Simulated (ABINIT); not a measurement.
Planning a run of ABINIT 10.8.3 on MgH2 (P4_2/mnm). The input:

```
acell 3*1.0 Angstrom
rprim 
  4.516800000000 0.000000000000 0.000000000000
  0.000000000000 4.516800000000 0.000000000000
  0.000000000000 0.000000000000 3.020500000000
ntypat 2
znucl 12 1
natom 6
typat 1 1 2 2 2 2
xred 
  0.000000000000 0.000000000000 0.000000000000
  0.500000000000 0.500000000000 0.500000000000
  0.306000000000 0.306000000000 0.000000000000
  0.194000000000 0.806000000000 0.500000000000
  0.694000000000 0.694000000000 0.000000000000
  0.806000000000 0.194000000000 0.500000000000
pp_dirpath "pseudos"
pseudos "Mg.upf, H.upf"
ecut 38
ngkpt 4 4 4
nshiftk 1
shiftk 0 0 0
kptopt 1
chksymbreak 0
istwfk *1
occopt 1
irdwfk 1
optdriver 4
nband 143
gwcalctyp 0
ecutsigx 38
symsigma 1
nkptgw 4
kptgw 
  0.2500000000 0.0000000000 0.0000000000
  0.5000000000 0.5000000000 0.5000000000
  0.2500000000 0.2500000000 0.5000000000
  0.0000000000 0.0000000000 0.0000000000
bdgw 
  11 14
  11 14
  11 14
  10 14
ecuteps 5.6
irdscr 1
ppmodel 1
gw_icutcoul 0
indata_prefix "in"
outdata_prefix "out"
tmpdata_prefix "tmp"
```

```sh
OMP_NUM_THREADS=1 mpirun -n 8 abinit run.abi > log
```

Q: Estimate wall time and host memory on 8 MPI ranks of Arm Neoverse V2, shared host.

It took 25 s; on shared hardware allow 12 s to 49 s. Peak host memory was 2.7 GiB.

[Paths, hosts, dates, memory and timing lines, banners, echoed tables and standing remarks are left out of the program output.]

[Logs are printed without paths, hosts, clocks, repeated set-up lines and the standing remarks that a program may print on its own settings, such as how far it seeks lower states.]

[Runs of the session that timed out or met a known fault of the program may be left out.]

[Hosts, paths, dates, database ids (printed as entryN), source tags and the programs' standing remarks are cut or masked in the printed files.]

[G0W0 gaps are taken among the corrected bands and points alone; a level outside them can change the order at an edge.]

[Where Ansatz stands beside ABINIT at settings called matched, ABINIT's density can come from a denser mesh and the files from another edition; pairs whose starting gaps differed by over 0.03 eV were left out, so agreement reads better than it is.]
